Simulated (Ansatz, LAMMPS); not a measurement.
**Structural relaxation of glassy 44SiO2-44B2O3-6MgO-6CaO (mol %) (120 atoms)**

Aim: bring glassy 44SiO2-44B2O3-6MgO-6CaO (mol %) (120 atoms) to a nearby minimum of the energy and see what moves.

Main program and level: Ansatz 0.2.0; Kohn-Sham DFT, PBE, PAW (set soft_2), plane waves.

This is a report of a sequence of runs, with most program output left out.

## 1. The structure

The cell holds 120 atoms: 14 Si, 28 B, 2 Mg, 2 Ca and 74 O. Cell: a = 11.309 Å, b = 11.309 Å, c = 11.309 Å, α = 90.0°, β = 90.0°, γ = 90.0°. 120 atoms (14 Si, 28 B, 2 Mg, 2 Ca, 74 O) placed at random at 2.14 g/cm³, melted at 3000 K for 20 ps at fixed volume with the Buckingham and Coulomb pair potential of Guillot and Sator (Geochim. Cosmochim. Acta 71, 1249 (2007)) with the boron terms of Wang et al. (J. Non-Cryst. Solids 498, 294 (2018)). Quenched from 3000 K to 300 K at 50 K/ps and fixed volume, held 10 ps at zero pressure.

Limits known from the start: The quench rate of 50 K/ps is many orders above laboratory rates, so the cell is likely richer in defects and strain than a real sample. The starting topology of bonds comes from the classical model. Only the Γ point is sampled, in a cell whose shortest periodic width is 11 Å.

## 2. Making the structure

A classical potential supplies the starting structure, since it reaches far longer times than DFT.

This step: classical MD, Buckingham and Coulomb pair potential of Guillot and Sator (Geochim. Cosmochim. Acta 71, 1249 (2007)) with the boron terms of Wang et al. (J. Non-Cryst. Solids 498, 294 (2018)) (LAMMPS 22 Jul 2025 - Update 4).

File in.lmp:

```
# melt-quench of Si14B28Mg2Ca2O74
units metal
atom_style charge
boundary p p p
region box block 0 11.5960 0 11.5960 0 11.5960
create_box 5 box
mass 1 28.0850   # Si
mass 2 10.8100   # B
mass 3 24.3050   # Mg
mass 4 40.0780   # Ca
mass 5 15.9990   # O
create_atoms 1 random 14 892594 NULL overlap 1.5 maxtry 2000
create_atoms 2 random 28 892601 NULL overlap 1.5 maxtry 2000
create_atoms 3 random 2 892608 NULL overlap 1.5 maxtry 2000
create_atoms 4 random 2 892615 NULL overlap 1.5 maxtry 2000
create_atoms 5 random 74 892622 NULL overlap 1.5 maxtry 2000
pair_style buck/coul/long 9.0
pair_coeff * * 0.0 1.0 0.0
pair_coeff 1 5 50306.10 0.161 46.2978   # Si-O
pair_coeff 2 5 206941.81 0.124 35.0018   # B-O
pair_coeff 3 5 32652.64 0.178 27.281   # Mg-O
pair_coeff 4 5 155667.70 0.178 42.2597   # Ca-O
pair_coeff 5 5 9022.79 0.265 85.0921   # O-O
pair_coeff 2 2 484.40 0.35 0.0   # B-B
pair_coeff 1 2 337.70 0.29 0.0   # Si-B
set type 1 charge 1.89
set type 2 charge 1.4175
set type 3 charge 0.945
set type 4 charge 0.945
set type 5 charge -0.945
kspace_style pppm 1.0e-4
neigh_modify delay 0 every 1 check yes
thermo_style custom step time temp pe press density
thermo_modify norm yes
# [... 17 lines left out ...]
fix md all nvt temp 3000 300 0.1
run 54000 post no
unfix md
thermo 3333
fix md all npt temp 300 300 0.1 iso 0 0 1
run 10000 post no
unfix md
write_dump all custom glass.dump id type xs ys zs modify sort id
```

Run with:

```bash
> lmp -in in.lmp -log none -nocite
```

It took 74 s on 1 thread of Arm Neoverse N1, shared host; peak memory 0.071 GiB.

## 3. Single point at the start

A single point comes first, to see the forces before anything moves.

File input.yaml:

```yaml
crystal:
  lattice:
    - [11.30929, 0.0, 0.0]
    - [0.0, 11.30929, 0.0]
    - [0.0, 0.0, 11.30929]
  atoms:
    - { symbol: Si, position: [0.07331, 0.40179, 0.2888] }
    - { symbol: Si, position: [0.54627, 0.36286, 0.61748] }
    - { symbol: Si, position: [0.30899, 0.95816, 0.27922] }
    - { symbol: Si, position: [0.74084, 0.44779, 0.05416] }
    - { symbol: Si, position: [0.15606, 0.84533, 0.47074] }
    - { symbol: Si, position: [0.44014, 0.63446, 0.25342] }
    - { symbol: Si, position: [0.68115, 0.70876, 0.13026] }
    - { symbol: Si, position: [0.25414, 0.09878, 0.77462] }
    - { symbol: Si, position: [0.73443, 0.23857, 0.47728] }
    - { symbol: Si, position: [0.61691, 0.82285, 0.59098] }
    - { symbol: Si, position: [0.50284, 0.08937, 0.88431] }
    - { symbol: Si, position: [0.70792, 0.55584, 0.53622] }
    - { symbol: Si, position: [0.88288, 0.99294, 0.75558] }
    - { symbol: Si, position: [0.90537, 0.34143, 0.86278] }
    - { symbol: B, position: [0.03615, 0.12653, 0.89873] }
    - { symbol: B, position: [0.54995, 0.00762, 0.27105] }
    - { symbol: B, position: [0.49493, 0.19394, 0.11634] }
    - { symbol: B, position: [0.54448, 0.74575, 0.80787] }
    - { symbol: B, position: [0.40038, 0.19853, 0.43146] }
    - { symbol: B, position: [0.16912, 0.21814, 0.44846] }
    - { symbol: B, position: [0.15067, 0.3387, 0.06538] }
    - { symbol: B, position: [0.75455, 0.27145, 0.24254] }
    - { symbol: B, position: [0.28671, 0.45456, 0.89672] }
    - { symbol: B, position: [0.26692, 0.7766, 0.11279] }
    - { symbol: B, position: [0.16468, 0.14215, 0.19592] }
    - { symbol: B, position: [0.89112, 0.4243, 0.45236] }
    - { symbol: B, position: [0.30585, 0.74957, 0.87818] }
    - { symbol: B, position: [0.29019, 0.34719, 0.67647] }
    - { symbol: B, position: [0.41962, 0.71115, 0.51171] }
    - { symbol: B, position: [0.03166, 0.04892, 0.54727] }
    - { symbol: B, position: [0.10465, 0.47157, 0.5905] }
    - { symbol: B, position: [0.18008, 0.69238, 0.67694] }
    - { symbol: B, position: [0.66263, 0.91408, 0.99318] }
    - { symbol: B, position: [0.92836, 0.09632, 0.23724] }
    - { symbol: B, position: [0.71196, 0.1738, 0.79994] }
    - { symbol: B, position: [0.88853, 0.54164, 0.72842] }
    - { symbol: B, position: [0.5968, 0.50314, 0.83743] }
    - { symbol: B, position: [0.71973, 0.00103, 0.43339] }
    - { symbol: B, position: [0.45626, 0.37194, 0.26876] }
    - { symbol: B, position: [0.81608, 0.90513, 0.16621] }
    - { symbol: B, position: [0.88772, 0.75201, 0.82747] }
    - { symbol: B, position: [0.11322, 0.63783, 0.3104] }
    - { symbol: Mg, position: [0.39567, 0.58283, 0.76329] }
    - { symbol: Mg, position: [0.92007, 0.66526, 0.09149] }
    - { symbol: Ca, position: [0.37894, 0.99616, 0.57368] }
    - { symbol: Ca, position: [0.32128, 0.46361, 0.45406] }
    - { symbol: O, position: [0.42333, 0.76586, 0.8403] }
    - { symbol: O, position: [0.6928, 0.28329, 0.34825] }
    - { symbol: O, position: [0.73015, 0.34228, 0.14487] }
    - { symbol: O, position: [0.2648, 0.78716, 0.98825] }
    - { symbol: O, position: [0.8594, 0.42563, 0.97491] }
    - { symbol: O, position: [0.13015, 0.72536, 0.39227] }
    - { symbol: O, position: [0.59388, 0.46679, 0.5312] }
    - { symbol: O, position: [0.74774, 0.58138, 0.10412] }
    - { symbol: O, position: [0.64102, 0.46287, 0.94573] }
    - { symbol: O, position: [0.63518, 0.79415, 0.01553] }
    - { symbol: O, position: [0.77836, 0.10411, 0.46159] }
    - { symbol: O, position: [0.14747, 0.52473, 0.33853] }
    - { symbol: O, position: [0.08072, 0.15278, 0.50291] }
    - { symbol: O, position: [0.20062, 0.78296, 0.59693] }
    - { symbol: O, position: [0.40108, 0.35083, 0.60925] }
    - { symbol: O, position: [0.38866, 0.62333, 0.59844] }
    - { symbol: O, position: [0.6586, 0.97997, 0.32904] }
    - { symbol: O, position: [0.26531, 0.09321, 0.24917] }
    - { symbol: O, position: [0.2915, 0.42849, 0.77788] }
    - { symbol: O, position: [0.95717, 0.03285, 0.87409] }
    - { symbol: O, position: [0.58275, 0.98467, 0.93153] }
    - { symbol: O, position: [0.38778, 0.04543, 0.8069] }
    - { symbol: O, position: [0.7945, 0.78386, 0.18067] }
    - { symbol: O, position: [0.93032, 0.64785, 0.77679] }
    - { symbol: O, position: [0.23398, 0.69655, 0.79197] }
    - { symbol: O, position: [0.41547, 0.68274, 0.39121] }
    - { symbol: O, position: [0.5397, 0.10036, 0.18414] }
    - { symbol: O, position: [0.58599, 0.1824, 0.80537] }
    - { symbol: O, position: [0.57302, 0.67833, 0.21429] }
    - { symbol: O, position: [0.7916, 0.2615, 0.82738] }
    - { symbol: O, position: [0.99886, 0.46629, 0.52719] }
    - { symbol: O, position: [0.56883, 0.43003, 0.74458] }
    [... 36 atom lines left out ...]
    - { symbol: O, position: [0.60843, 0.82005, 0.73497] }
    - { symbol: O, position: [0.77558, 0.54026, 0.66493] }
    - { symbol: O, position: [0.23181, 0.8707, 0.18587] }
    - { symbol: O, position: [0.57727, 0.62541, 0.81921] }
    - { symbol: O, position: [0.84059, 0.18189, 0.23815] }
    - { symbol: O, position: [0.26806, 0.92375, 0.41046] }
kpoints:
  mp_grid: { grid: [1, 1, 1] }
hamiltonian:
  xc: pbe
scf:
  occupations: { method: fixed }
output:
  forces: true
  stress: true
  populations: true
  dos:
    method: { smearing: { sigma: 0.15 } }
    de: 0.1
    projected: { site_lists: { B: [B], Ca: [Ca], Mg: [Mg], O: [O], Si: [Si] } }
  eigenvalues: true
```

Run with:

```bash
> ansatz run input.yaml --threads 4 --pin off --max-ram 8192MiB --backend cpu --events-out ev --progress --plain --runs-dir out
```

Elapsed: 50 s, on 4 threads of Arm Neoverse N1, shared host; peak memory 2.1 GiB.

The run gave:

```
free energy                                      : -62840.6552 eV
free energy per atom                             : -523.6721 eV/atom
SCF cycles                                       : 10
pressure                                         : -4.404 GPa
r.m.s. force component                           : 1.15 eV/Å
longest force                                    : 4.346 eV/Å
Fermi energy                                     : 3.658 eV
gap (highest filled to lowest empty level) : 3.37 eV
spilling of the projection                       : 0.01082
```

The r.m.s. force component of 1.1 eV/Å and the pressure of -4.4 GPa set the starting point.

Length of the force by element:

| element | coordination | atoms | mean length of the force (eV/Å) | spread | least | most |
| --- | --- | --- | --- | --- | --- | --- |
| B | all | 28 | 2.39 | 0.868 | 0.911 | 4.35 |
| Ca | all | 2 | 0.914 | 0.0192 | 0.894 | 0.933 |
| Mg | all | 2 | 1.36 | 0.267 | 1.09 | 1.63 |
| O | all | 74 | 1.49 | 0.643 | 0.361 | 3.58 |
| Si | all | 14 | 2.48 | 0.752 | 1.38 | 4.04 |

## 4. Relaxation

With the cell held, the atoms are moved downhill towards a nearby minimum.

input.yaml, the sections that differ from step 3:

```yaml
output:
  forces: true
relax:
  f_tol: 0.03
  max_steps: 200
# crystal, kpoints, hamiltonian, scf: as in step 3
```

The job ended after 10 min (4 threads; peak memory 1.9 GiB).

Relaxation path (22 of 28):

| step | energy less that of the first step (eV) | largest force component (eV/Å) |
| --- | --- | --- |
| 1 | 0.0000 | 3.9235 |
| 2 | -5.8383 | 2.5033 |
| 4 | -9.7592 | 0.9461 |
| 5 | -10.3721 | 0.6103 |
| 6 | -10.8474 | 0.6205 |
| 7 | -10.9935 | 0.5112 |
| 9 | -11.3004 | 0.4325 |
| 10 | -11.3904 | 0.7133 |
| 11 | -11.5222 | 0.9200 |
| 13 | -11.8874 | 0.4739 |
| 14 | -11.8369 | 0.8259 |
| 15 | -11.9838 | 0.2309 |
| 16 | -12.0165 | 0.2616 |
| 18 | -12.0168 | 0.2712 |
| 19 | -12.0391 | 0.0828 |
| 20 | -12.0402 | 0.0805 |
| 22 | -12.0465 | 0.2983 |
| 23 | -12.0512 | 0.0496 |
| 24 | -12.0541 | 0.1056 |
| 25 | -12.0570 | 0.0379 |
| 27 | -12.0603 | 0.0309 |
| 28 | -12.0609 | 0.0245 |

Relaxation steps 14, 18, 22 were tried and not accepted.

The atoms that moved most (Å):

| atom | dx | dy | dz | length |
| --- | --- | --- | --- | --- |
| O64 | -0.930 | -0.725 | -0.063 | 1.181 |
| B28 | -0.794 | 0.034 | 0.393 | 0.887 |
| O102 | 0.540 | 0.532 | 0.232 | 0.793 |
| O65 | -0.738 | 0.010 | 0.271 | 0.786 |
| O100 | -0.379 | 0.355 | -0.580 | 0.778 |
| O87 | 0.552 | -0.314 | -0.366 | 0.733 |
| O61 | 0.309 | 0.624 | 0.176 | 0.719 |
| O74 | 0.405 | -0.258 | 0.516 | 0.705 |

The relaxation changed the energy by -101 meV/atom, and atoms moved by 0.44 Å r.m.s., 1.2 Å at most.

## 5. Local order after relaxation

Bonds before and after, by the cutoffs listed below:

| pair | bonds before | bonds after | mean before (Å) | mean after (Å) | spread before (Å) | spread after (Å) |
| --- | --- | --- | --- | --- | --- | --- |
| O-B | 86 | 86 | 1.409 | 1.385 | 0.031 | 0.040 |
| O-Si | 56 | 56 | 1.635 | 1.634 | 0.033 | 0.024 |
| O-Ca | 13 | 13 | 2.465 | 2.447 | 0.148 | 0.169 |
| O-Mg | 10 | 10 | 2.118 | 2.103 | 0.115 | 0.166 |

Density 2.31 g/cm³, 12.05 Å³ an atom.

Pair distribution functions g(r), in bins of 0.2 Å:

| r (Å) | total | O-O | O-B | O-Si | O-Ca | O-Mg | B-B |
| --- | --- | --- | --- | --- | --- | --- | --- |
| 1.30 | 2.78 | 0.00 | 9.65 | 0.00 | 0.00 | 0.00 | 0.00 |
| 1.50 | 0.97 | 0.00 | 2.79 | 1.12 | 0.00 | 0.00 | 0.00 |
| 1.70 | 1.52 | 0.00 | 0.00 | 10.55 | 0.00 | 0.00 | 0.00 |
| 1.90 | 0.07 | 0.00 | 0.00 | 0.00 | 0.00 | 3.27 | 0.00 |
| 2.10 | 0.07 | 0.00 | 0.00 | 0.00 | 0.86 | 2.71 | 0.00 |
| 2.30 | 0.93 | 2.15 | 0.00 | 0.00 | 3.50 | 2.35 | 0.00 |
| 2.50 | 0.79 | 1.47 | 0.09 | 0.00 | 3.16 | 0.66 | 2.09 |
| 2.70 | 1.34 | 2.31 | 0.23 | 0.00 | 1.03 | 0.00 | 2.69 |
| 2.90 | 0.67 | 0.55 | 0.46 | 0.20 | 0.00 | 0.49 | 0.17 |
| 3.10 | 0.82 | 0.88 | 1.02 | 0.29 | 1.22 | 1.17 | 0.15 |
| 3.30 | 0.97 | 0.89 | 1.36 | 0.81 | 0.34 | 0.37 | 0.65 |
| 3.50 | 1.17 | 0.90 | 1.57 | 1.57 | 0.67 | 0.65 | 1.32 |
| 3.70 | 1.20 | 0.81 | 1.87 | 1.38 | 1.15 | 1.13 | 1.27 |
| 3.90 | 1.11 | 0.66 | 1.47 | 1.72 | 1.78 | 2.04 | 0.87 |
| 4.10 | 0.99 | 0.79 | 1.07 | 1.21 | 0.93 | 1.12 | 0.96 |
| 4.30 | 1.02 | 1.02 | 0.78 | 1.39 | 1.27 | 0.83 | 1.59 |
| 4.50 | 1.06 | 1.35 | 0.78 | 0.74 | 1.33 | 0.38 | 1.51 |
| 4.70 | 1.01 | 1.30 | 0.72 | 0.89 | 1.58 | 0.35 | 1.00 |
| 4.90 | 1.10 | 1.28 | 0.88 | 0.90 | 1.31 | 0.65 | 0.74 |
| 5.10 | 1.01 | 1.09 | 0.84 | 0.94 | 0.15 | 1.34 | 1.13 |
| 5.30 | 0.94 | 0.90 | 0.89 | 0.81 | 0.83 | 1.39 | 0.73 |
| 5.50 | 0.98 | 0.89 | 1.11 | 0.96 | 0.77 | 1.41 | 0.58 |

Bonds by pair of elements; cutoffs follow the first minimum of g(r), held within bounds set by covalent radii, and pairs that aren't listed don't count as bonded:

| pair A-B | cutoff (Å) | bonds | mean length (Å) | spread (Å) | shortest (Å) | B about A | A about B |
| --- | --- | --- | --- | --- | --- | --- | --- |
| O-B | 1.83 | 86 | 1.39 | 0.04 | 1.31 | 1.16 | 3.07 |
| O-Si | 2.08 | 56 | 1.63 | 0.024 | 1.58 | 0.757 | 4 |
| O-Ca | 2.93 | 13 | 2.45 | 0.169 | 2.13 | 0.176 | 6.5 |
| O-Mg | 2.62 | 10 | 2.10 | 0.166 | 1.84 | 0.135 | 5 |

How many atoms have how many bonded neighbours:

| element | mean | 2 | 3 | 4 | 5 | 6 | 8 |
| --- | --- | --- | --- | --- | --- | --- | --- |
| B | 3.07 | 0 | 26 | 2 | 0 | 0 | 0 |
| Ca | 6.5 | 0 | 0 | 0 | 1 | 0 | 1 |
| Mg | 5 | 0 | 0 | 1 | 0 | 1 | 0 |
| O | 2.23 | 57 | 17 | 0 | 0 | 0 | 0 |
| Si | 4 | 0 | 0 | 14 | 0 | 0 | 0 |

Bond angles, per cent of each kind in bins of 5°:

| angle (°) | O-B-O | O-Si-O | B-O-Si | O-Ca-O | B-O-B |
| --- | --- | --- | --- | --- | --- |
| 50–55 | 0.0 | 0.0 | 0.0 | 5.3 | 0.0 |
| 55–60 | 0.0 | 0.0 | 0.0 | 7.9 | 0.0 |
| 60–65 | 0.0 | 0.0 | 0.0 | 2.6 | 0.0 |
| 65–70 | 0.0 | 0.0 | 0.0 | 5.3 | 0.0 |
| 70–75 | 0.0 | 0.0 | 0.0 | 0.0 | 0.0 |
| 75–80 | 0.0 | 0.0 | 0.0 | 5.3 | 0.0 |
| 80–85 | 0.0 | 0.0 | 0.0 | 7.9 | 0.0 |
| 85–90 | 0.0 | 0.0 | 0.0 | 7.9 | 0.0 |
| 90–95 | 0.0 | 0.0 | 0.0 | 5.3 | 0.0 |
| 95–100 | 0.0 | 3.6 | 0.0 | 5.3 | 0.0 |
| 100–105 | 1.1 | 8.3 | 0.0 | 5.3 | 0.0 |
| 105–110 | 5.6 | 44.0 | 0.0 | 7.9 | 0.0 |
| 110–115 | 14.4 | 35.7 | 2.6 | 7.9 | 0.0 |
| 115–120 | 35.6 | 7.1 | 0.0 | 2.6 | 0.0 |
| 120–125 | 36.7 | 1.2 | 13.2 | 0.0 | 9.1 |
| 125–130 | 5.6 | 0.0 | 13.2 | 5.3 | 22.7 |
| 130–135 | 1.1 | 0.0 | 10.5 | 2.6 | 9.1 |
| 135–140 | 0.0 | 0.0 | 18.4 | 2.6 | 0.0 |
| 140–145 | 0.0 | 0.0 | 15.8 | 2.6 | 13.6 |
| 145–150 | 0.0 | 0.0 | 5.3 | 2.6 | 13.6 |
| 150–155 | 0.0 | 0.0 | 13.2 | 2.6 | 13.6 |
| 155–160 | 0.0 | 0.0 | 2.6 | 0.0 | 4.5 |
| 160–165 | 0.0 | 0.0 | 5.3 | 5.3 | 9.1 |
| 165–170 | 0.0 | 0.0 | 0.0 | 0.0 | 0.0 |
| 170–175 | 0.0 | 0.0 | 0.0 | 0.0 | 4.5 |

Bond angles (no mean is given where the spread exceeds 20°):

| angle | count | mean (°) | spread (°) |
| --- | --- | --- | --- |
| O-B-O | 90 | 118 | 4.9 |
| O-Si-O | 84 | 109 | 4.2 |
| B-O-Si | 38 | 138 | 12 |
| O-Ca-O | 38 | - | - |
| B-O-B | 22 | 142 | 13.9 |

Oxygen atoms by the number of network formers (Si, P, Ge, B, Al, As, Ga) bound to them:

| network formers bound to O | O atoms | per cent |
| --- | --- | --- |
| 0 | 0 | 0 |
| 1 | 6 | 8.1 |
| 2 | 68 | 91.9 |

Network units: each former by its oxygen neighbours and how many of them bridge to another former:

| former | O neighbours | bridging O | atoms |
| --- | --- | --- | --- |
| Si | 4 | 3 | 2 |
| Si | 4 | 4 | 12 |
| B | 3 | 2 | 4 |
| B | 3 | 3 | 22 |
| B | 4 | 4 | 2 |

Bond length by coordination (bonds to H left out):

| element | coordination | atoms | mean bond length (Å) |
| --- | --- | --- | --- |
| B | 3 | 26 | 1.38 |
| B | 4 | 2 | 1.48 |
| Ca | 5 | 1 | 2.38 |
| Ca | 8 | 1 | 2.49 |
| Mg | 4 | 1 | 2.02 |
| Mg | 6 | 1 | 2.16 |
| O | 2 | 57 | 1.50 |
| O | 3 | 17 | 1.82 |

Rings of the network by King's shortest-path rule, up to 12 atoms, one path for each pair of neighbours; H, halogens, alkali and alkaline-earth atoms are left out, and the last column divides by all other atoms, bonded or not:

| ring size (atoms) | rings | per network atom |
| --- | --- | --- |
| 6 | 1 | 0.009 |
| 8 | 3 | 0.026 |
| 10 | 1 | 0.009 |
| 12 | 3 | 0.026 |

With the cutoffs above, 93 % of B atoms have 3, 50 % of Ca atoms have 5 and as many 8, 50 % of Mg atoms have 4 and as many 6 and 77 % of O atoms have 2 bonded neighbours. The O-B-O angle averages 118° with a spread of 5°. 92 % of the oxygens bridge two formers (Si and B) and 8 % are non-bridging. The commonest B unit has 3 oxygens, 3 of them shared with other formers (22 of 28 atoms). Rings of 8 and 12 atoms are the most common (38 % each of those counted); sizes run from 6 to 12, where the search stops.

(Part 1 of 2 ends here.)

[Logs are printed without paths, hosts, clocks, repeated set-up lines and the standing remarks that a program may print on its own settings, such as how far it seeks lower states.]

[Hosts, paths, dates, database ids (printed as entryN), source tags and the programs' standing remarks are cut or masked in the printed files.]
